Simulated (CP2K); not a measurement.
Consider borazine at its PBE geometry (Å).

```xyz
12

B     0.9926   -1.0553   -0.1262
N     1.3670    0.2901    0.2033
B     0.4180    1.3564    0.3286
N    -0.9601    1.0216    0.1187
B    -1.4116   -0.2995   -0.2046
N    -0.4049   -1.3119   -0.3253
H     1.8102   -1.9255   -0.2292
H     2.3497    0.4964    0.3481
H     0.7587    2.4735    0.5967
H    -1.6531    1.7573    0.2099
H    -2.5733   -0.5460   -0.3644
H    -0.6931   -2.2571   -0.5557
```

Method: CP2K XAS_TDP, all-electron GAPW, PBEh(45%), aug-cc-pVDZ, TDA, GW2X-corrected core level, no relativity.

Predict the bright core excitations at the N K edge.

Leading lines: N2 402.05 eV. The leading line of an atom is its first one with 35 % of the strongest within 2.5 eV of its lowest line over the strength cut. Core ionisation energies at this level: N2 404.98 eV.

The first six lines of each atom with a strength over 0.0015:

```
                             atom  energy (eV)  states  strength, one atom  above the computed threshold
N2 (bonded to 2 B and H), 3 alike       402.05       1              0.0304                              
                                        402.70       1              0.0120                              
                                        403.99       1              0.0023                              
                                        405.40       1              0.0045                           yes
                                        405.61       1              0.0020                           yes
                                        406.12       2              0.0095                           yes
```

Lines are vertical, at one geometry, with no vibrational structure. GW2X ionisation energies and lines can be off by 1 to 2 eV either way, and a good line position may hide errors that cancel. These values hold no scalar relativity, about 0.2 eV for N 1s. Rydberg lines, and the discretised continuum above threshold, depend on the basis and the box.

[Banner, clock and machine lines of the logs are left out without a mark of their own.]

[Logs are printed without paths, hosts, clocks, repeated set-up lines and the standing remarks that a program may print on its own settings, such as how far it seeks lower states.]

[Hosts, paths, dates, database ids (printed as entryN), source tags and the programs' standing remarks are cut or masked in the printed files.]
